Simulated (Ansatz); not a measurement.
# TlSe4Cl (built on the sites of a database entry of TlClO4): from the cell to its phonons

Wanted: phonon frequencies of TlSe4Cl (built on the sites of a database entry of TlClO4) and what follows from them.

Method: DFT PBEsol, scalar-relativistic, plane waves, PAW, in Ansatz 0.2.0.

Most raw output is cut from this account.

The structure was built from a prototype and need not be the compound's stable phase.

## Step 1: The starting structure

The structure is cubic, space group F-43m (No. 216). The conventional cell has a = 9.270 Å, b = 9.270 Å, c = 9.270 Å, α = 90.00°, β = 90.00°, γ = 90.00°. Nearest to Tl lie 12 Se at 3.84 Å. Cl has 4 Se at 2.04 Å nearest. Nearest to Se lie 1 Cl at 2.04 Å. Farther neighbours and most contacts between anions are not listed.

Structure file:

```cif
data_structure
_symmetry_space_group_name_H-M 'F-43m'
_symmetry_Int_Tables_number 216
_cell_length_a 9.2696
_cell_length_b 9.2696
_cell_length_c 9.2696
_cell_angle_alpha 90.000
_cell_angle_beta 90.000
_cell_angle_gamma 90.000
_cell_volume 796.49
loop_
_atom_site_label
_atom_site_type_symbol
_atom_site_symmetry_multiplicity
_atom_site_Wyckoff_symbol
_atom_site_fract_x
_atom_site_fract_y
_atom_site_fract_z
_atom_site_occupancy
Tl1 Tl 4 b 0.50000 0.00000 0.00000 1
Cl1 Cl 4 a 0.00000 0.00000 0.00000 1
Se1 Se 16 e 0.12700 0.37300 0.62700 1
```

## Step 2: Rough relaxation

The start is far from rest, so a relaxation with loose tolerances brings it close first.

input.yaml reads:

```yaml
crystal:
  lattice:
    - [0.0, 4.63479, 4.63479]
    - [4.63479, 0.0, 4.63479]
    - [4.63479, 4.63479, 0.0]
  atoms:
    - { symbol: Tl, position: [0.5, 0.5, 0.5] }
    - { symbol: Cl, position: [0.0, 0.0, 0.0] }
    - { symbol: Se, position: [0.127, 0.127, 0.127] }
    - { symbol: Se, position: [0.619, 0.127, 0.127] }
    - { symbol: Se, position: [0.127, 0.127, 0.619] }
    - { symbol: Se, position: [0.127, 0.619, 0.127] }
kpoints:
  mp_grid: { grid: [4, 4, 4] }
hamiltonian:
  xc: pbesol
scf:
  occupations: { method: gaussian, width: 0.1 }
output:
  forces: true
  stress: true
  eigenvalues: true
relax:
  adjacent_minimum: "off"
  f_tol: 0.05
  max_steps: 80
  cell: { stress_tol: 0.5 }
```

On the command line:

```
ansatz run input.yaml --threads 8 --pin off --max-ram 14336MiB --backend cpu --events-out ev --progress --plain --runs-dir out
```

Wall time 7.2 s (8 threads of Arm Neoverse V2, shared host); peak memory 0.73 GiB.

The steps of the relaxation:

| step | energy less that of the first step (eV) | largest force component (eV/Å) | pressure (GPa) | volume (Å³) |
| --- | --- | --- | --- | --- |
| 1 | 0.0000 | 2.6429 | 7.78 | 199.12 |
| 2 | -2.7685 | 1.5696 | 3.61 | 200.48 |
| 3 | -3.6372 | 0.4798 | 4.70 | 199.77 |
| 4 | -3.9626 | 0.2601 | 0.61 | 219.81 |
| 5 | -4.0053 | 0.0976 | 0.21 | 225.24 |
| 6 | -4.0123 | 0.0020 | 0.04 | 228.33 |
| 7* | -4.0141 | 0.0021 | 0.03 | 228.33 |

Relaxation steps marked * repeat the geometry before them on a plane-wave basis chosen anew for their cell, so energy and pressure can jump there.

Forces are held to the 24 operations that the run works with; a distortion that breaks them can't arise in this run.

| conventional cell, symmetrised | before | after | change |
| --- | --- | --- | --- |
| a (Å) | 9.270 | 9.702 | +4.7 % |
| b (Å) | 9.270 | 9.702 | +4.7 % |
| c (Å) | 9.270 | 9.702 | +4.7 % |
| volume (Å³/atom) | 33.19 | 38.06 | +14.7 % |

The atoms that moved most (Å, as changes of fractional coordinates times the final cell):

```
atom      dx      dy      dz  length
 Se5  -0.234  -0.234   0.234   0.406
 Se3   0.234   0.234   0.234   0.406
 Se6  -0.234   0.234  -0.234   0.406
 Se4   0.234  -0.234  -0.234   0.406
```

The relaxed structure:

```xyz
6
Lattice="0.0000 4.8512 4.8512 4.8512 0.0000 4.8512 4.8512 4.8512 0.0000" Properties=species:S:1:pos:R:3 pbc="T T T"
Tl    4.8512    4.8512    4.8512
Cl    0.0000    0.0000    0.0000
Se    1.4665    1.4665    1.4665
Se    1.4665    3.3846    3.3846
Se    3.3846    3.3846    1.4665
Se    3.3846    1.4665    3.3846
```

Numbers from this step:

* pressure: 0.03401 GPa
* volume per atom: 38.06 Å³
* gap on the k-mesh: 0 eV

In this step the volume went from 33.19 to 38.06 Å³/atom.

## Step 3: Relaxation

The cell and atoms are relaxed, since residual forces and stress would shift the frequencies.

input.yaml reads:

```yaml
crystal:
  lattice:
    - [0.0, 4.8511738779, 4.8511738779]
    - [4.8511738779, 0.0, 4.8511738779]
    - [4.8511738779, 4.8511738779, 0.0]
  atoms:
    - { symbol: Tl, position: [0.5, 0.5, 0.5] }
    - { symbol: Cl, position: [0.0, 0.0, 0.0] }
    - { symbol: Se, position: [0.1511525553, 0.1511525553, 0.1511525553] }
    - { symbol: Se, position: [0.546542334, 0.1511525553, 0.1511525553] }
    - { symbol: Se, position: [0.1511525553, 0.1511525553, 0.546542334] }
    - { symbol: Se, position: [0.1511525553, 0.546542334, 0.1511525553] }
kpoints:
  mp_grid: { grid: [6, 6, 6] }
hamiltonian:
  xc: pbesol
scf:
  occupations: { method: gaussian, width: 0.1 }
output:
  forces: true
  stress: true
  eigenvalues: true
relax:
  adjacent_minimum: "off"
  f_tol: 0.005
  max_steps: 80
  cell: { stress_tol: 0.05 }
```

Wall time 7.2 s (8 threads); peak memory 0.87 GiB; 51 s of CPU time.

Little changed from the start: no atom moved by 0.005 Å and no cell edge by 0.1 %.

Numbers from this step:

```yaml
pressure: 0.004540 GPa
volume_per_atom: 38.11 Å³
```

In this step the volume went from 38.06 to 38.11 Å³/atom.

## Step 4: Tight relaxation

Phonons need a cell at rest on their own settings, so the relaxation is repeated with tight tolerances on forces and stress, using the mesh and the filling of the phonon run that follows.

input.yaml reads:

```yaml
crystal:
  lattice:
    - [0.0, 4.8536555668, 4.8536555668]
    - [4.8536555668, 0.0, 4.8536555668]
    - [4.8536555668, 4.8536555668, 0.0]
  atoms:
    - { symbol: Tl, position: [0.5, 0.5, 0.5] }
    - { symbol: Cl, position: [0.0, 0.0, 0.0] }
    - { symbol: Se, position: [0.1511000798, 0.1511000798, 0.1511000798] }
    - { symbol: Se, position: [0.5466997607, 0.1511000798, 0.1511000798] }
    - { symbol: Se, position: [0.1511000798, 0.1511000798, 0.5466997607] }
    - { symbol: Se, position: [0.1511000798, 0.5466997607, 0.1511000798] }
kpoints:
  mp_grid: { grid: [6, 6, 6] }
hamiltonian:
  xc: pbesol
scf:
  occupations: { method: methfessel_paxton, width: 0.2 }
output:
  forces: true
  stress: true
  eigenvalues: true
relax:
  adjacent_minimum: "off"
  f_tol: 0.001
  max_steps: 60
  cell: { stress_tol: 0.01 }
```

The job ended after 5.9 s (8 threads; peak memory 0.88 GiB; 42 s of CPU time).

Little changed from the start: no atom moved by 0.005 Å and no cell edge by 0.1 %.

Numbers from this step:

```yaml
pressure: -0.007372 GPa
volume_per_atom: 38.10 Å³
```

The largest force component left is 0.86 meV/Å and the pressure is -0.007 GPa, within the tolerances set. The cell now holds 38.10 Å³/atom.

## Step 5: Modes at Γ

The zone centre comes first: it holds the modes that light can see, as far as symmetry allows. No field response is asked, since the mesh shows no gap.

input.yaml reads:

```yaml
crystal:
  lattice:
    - [0.0, 4.8529202603, 4.8529202603]
    - [4.8529202603, 0.0, 4.8529202603]
    - [4.8529202603, 4.8529202603, 0.0]
  atoms:
    - { symbol: Tl, position: [0.5, 0.5, 0.5] }
    - { symbol: Cl, position: [0.0, 0.0, 0.0] }
    - { symbol: Se, position: [0.1510856002, 0.1510856002, 0.1510856002] }
    - { symbol: Se, position: [0.5467431995, 0.1510856002, 0.1510856002] }
    - { symbol: Se, position: [0.1510856002, 0.1510856002, 0.5467431995] }
    - { symbol: Se, position: [0.1510856002, 0.5467431995, 0.1510856002] }
kpoints:
  mp_grid: { grid: [6, 6, 6] }
hamiltonian:
  xc: pbesol
scf:
  occupations: { method: methfessel_paxton, width: 0.2 }
output:
  eigenvalues: true
phonons:
  method: dfpt
```

Wall time 44 s (8 threads); peak memory 2.8 GiB.

This step gave:

```
sum-rule residual before enforcement                    : 3.12e-5 eV/Å²
point group                                             : -43m
highest optical mode at the zone centre (no LO-TO term) : 234.8 cm⁻¹
lowest optical zone-centre mode                         : -125.3 cm⁻¹
```

Patterns of degenerate modes are one choice out of their space. Modes at Γ, with each element's share of the kinetic energy (negative means imaginary):

```
mode  frequency (cm⁻¹)  symmetry  Tl %  Cl %  Se %
   1            -125.3        T2     3     0    97
   2            -125.3        T2     3     0    97
   3            -125.3        T2     3     0    97
   4            -116.9         E     0     0   100
   5            -116.9         E     0     0   100
   6             -33.8        T2    61     2    37
   7             -33.8        T2    61     2    37
   8             -33.8        T2    61     2    37
   9             -13.3        T1     0     0   100
  10             -13.3        T1     0     0   100
  11             -13.3        T1     0     0   100
  12               0.0  acoustic    37     6    57
  13               0.0  acoustic    37     6    57
  14               0.0  acoustic    37     6    57
  15             149.7        T2     0    91     9
  16             149.7        T2     0    91     9
  17             149.7        T2     0    91     9
  18             234.8        A1     0     0   100
```

Displacements in mode 3 (-125.3 cm⁻¹), the largest set to 1:
```
Tl1  0.23 -0.01 -0.06
Cl2 -0.24  0.01  0.06
Se3 -0.36  0.61  0.78
Se4  0.12 -0.99 -0.81
Se5  0.03  1.00 -0.72
Se6 -0.27 -0.60  0.87
```

Displacements in mode 8 (-33.8 cm⁻¹), the largest set to 1:
```
Tl1 -0.20  0.85  1.00
Cl2  0.09 -0.40 -0.47
Se3 -0.15 -0.62 -0.69
Se4  0.39 -0.68 -0.75
Se5  0.14 -0.33 -0.50
Se6  0.09 -0.39 -0.44
```

Before it was imposed, the acoustic sum rule was missed by 3.1e-5 eV/Å². Small misses are needed for a sound result but don't prove that mesh and cutoff are converged. The lowest optical mode is imaginary, 125.3i cm⁻¹, so the energy falls along it.

## Step 6: Response at finite wavevector

Stability and thermal properties need the whole zone. Linear response on a 2×2×2 q mesh gives force constants as far as a supercell of that size would.

input.yaml, as its differences from that of step 5:

```diff
@@ -22 +22,8 @@
   method: dfpt
+  qmesh: [2, 2, 2]
+  temperatures: { t_max: 1000, t_step: 50 }
+  qpath:
+    path:
+      - [[0.0, 0.0, 0.0], [-0.5, -0.5, 0.0], [-0.375, -0.375, 0.25]]
+      - [[-0.375, 0.0, 0.375], [0.0, 0.0, 0.0], [0.0, 0.0, 0.5], [-0.5, -0.25, 0.25], [-0.5, -0.5, 0.0]]
+    npoints: 10
```

Run time: 2.8 min. Hardware: 8 threads; peak memory 3.4 GiB.

Numbers from this step:

```yaml
sum_rule_residual_before_enforcement: 3.14e-5 eV/Å²
lowest_frequency_on_the_path: -168.3 cm⁻¹
highest_frequency_on_the_path_or_at_a_solved_wavevector: 234.8 cm⁻¹
lowest_mode_on_the_q_mesh_acoustic_modes_at_gamma_apart: -168.3 cm⁻¹
```

Frequencies (cm⁻¹) solved at each irreducible wavevector; negative means imaginary. Frequencies by wavevector, by row:

```csv
q in reciprocal lattice units,star,mode 1,mode 2,mode 3,mode 4,mode 16,mode 17,mode 18
0 0 0,1,-125.3,-125.3,-125.3,-116.9,149.7,149.7,234.8
0 0 -0.5,4,-154.3,-144.9,-144.9,-108.9,152.1,156,233.2
0 -0.5 -0.5,3,-168.3,-168.3,-123.5,-123.5,152.9,157.1,233.5
```

Interpolated from a 2×2×2 q mesh. The phonon branches at the labelled points (cm⁻¹):

```
    point  branch 1  branch 2  branch 3  branch 4  branch 15  branch 16  branch 17  branch 18
        Γ      -125      -125      -125      -117        150        150        150        235
  halfway      -148      -148      -124      -120        152        152        156        233
        X      -168      -168      -124      -124        153        153        157        234
  halfway      -168      -166      -127      -122        146        153        164        233
        U      -165      -160      -134      -118        141        153        169        232
jump to K      -165      -160      -134      -118        141        153        169        232
  halfway      -148      -140      -135      -116        147        152        160        233
        Γ      -125      -125      -125      -117        150        150        150        235
  halfway      -141      -135      -135      -114        151        151        155        233
        L      -154      -145      -145      -109        152        152        156        233
  halfway      -160      -151      -141      -113        141        153        168        232
        W      -166      -157      -138      -117        137        155        171        231
  halfway      -167      -164      -130      -121        143        154        166        232
        X      -168      -168      -124      -124        153        153        157        234
```

Tetrahedra on a 12×12×12 mesh, mean over bins of 5 cm-1. Interpolated from a 2×2×2 q mesh. Phonon density of states against wavenumber; read off at these points:

```csv
wavenumber (cm⁻¹),phonon density of states (1/cm⁻¹/cell)
-168,0.0283
-152,0.0752
-138,0.0845
-128,0.0478
-112,0.0958
-108,0.120
-98,0.00777
-82,0
-68,0.219
-58,0.0643
-42,0.0395
-28,0.267
-12,0.0366
2,0.0438
12,0.0489
28,0.00664
42,0.0224
58,0.0379
68,0
82,0
98,0
112,0
128,0
138,0.0218
152,0.233
168,0.0772
182,0
198,0
208,0
222,0
232,0.200
238,2.2e-4
```

The partial phonon density of states has structure finer than the step of the table below, so its rows give means over 10 cm⁻¹, whole bins alone (the curve runs from -178 to 252 cm⁻¹). Peaks (cm⁻¹: height): Cl 151.8: 0.144; Se -140.0: 0.0783, -113.0: 0.108, -67.1: 0.143, -29.2: 0.0979, 54.5: 0.0501, 151.8: 0.0270, 232.9: 0.111; Tl -31.9: 0.183.

Phonopy on the run's constants, 11x11x11 mesh, Gaussian sigma 3.1 cm-1. Interpolated from a 2×2×2 q mesh. Partial phonon density of states against wavenumber; means over each step; values in 1/cm⁻¹/cell:

```csv
wavenumber (cm⁻¹),Cl,Se,Tl
-170,0.00174,0.0191,1.5e-5
-160,0.00590,0.0700,9.4e-5
-150,0.00411,0.0662,2.2e-4
-140,0.00198,0.0724,3.9e-4
-130,6.4e-4,0.0513,4.6e-4
-120,5.8e-4,0.0711,5.5e-4
-110,5.9e-4,0.100,6.4e-4
-100,1.6e-4,0.0306,1.5e-4
-90,3.1e-6,0.00112,3.2e-6
-80,6.0e-5,0.00311,1.7e-4
-70,0.00153,0.0950,0.00545
-60,0.00114,0.0779,0.00596
-50,6.1e-4,0.0423,0.00586
-40,0.00147,0.0460,0.0578
-30,0.00309,0.0864,0.150
-20,0.00281,0.0475,0.0302
-10,0.00263,0.0271,0.0114
0,0.00271,0.0273,0.0115
10,0.00295,0.0316,0.0112
20,7.6e-4,0.00875,0.00252
30,4.8e-4,0.00725,6.9e-4
40,8.3e-4,0.0179,0.00107
50,0.00107,0.0418,0.00188
60,2.5e-4,0.0204,8.1e-4
70,6.0e-7,1.8e-4,6.3e-6
80,0,0,0
90,0,0,0
100,0,0,0
110,0,0,0
120,2.0e-7,0,0
130,0.00207,3.5e-4,7.7e-6
140,0.0416,0.00741,1.1e-4
150,0.110,0.0205,7.7e-5
160,0.0622,0.0126,3.7e-5
170,0.0345,0.00696,1.3e-5
180,0.00145,2.8e-4,0
190,0,0,0
200,0,0,0
210,0,0,0
220,1.8e-4,0.00150,2.1e-6
230,0.00783,0.0681,1.2e-4
240,0.00211,0.0200,3.2e-5
```

Symmetry leaves 3 wavevectors to solve. The lowest mode among them, the acoustic zeros apart, lies at q = (0, -0.5, -0.5) and is imaginary, 168.3i cm⁻¹, so the energy falls along it.

## Step 7: Isotope substitution, element Cl, natural mass 35.45 amu

An isotope changes the mass and not the force constants, so no new electronic calculation is needed; the shifts show which modes move this element.

(Part 1 of 2 ends here.)

[Logs are printed without paths, hosts, clocks, repeated set-up lines and the standing remarks that a program may print on its own settings, such as how far it seeks lower states.]

[Hosts, paths, dates, database ids (printed as entryN), source tags and the programs' standing remarks are cut or masked in the printed files.]
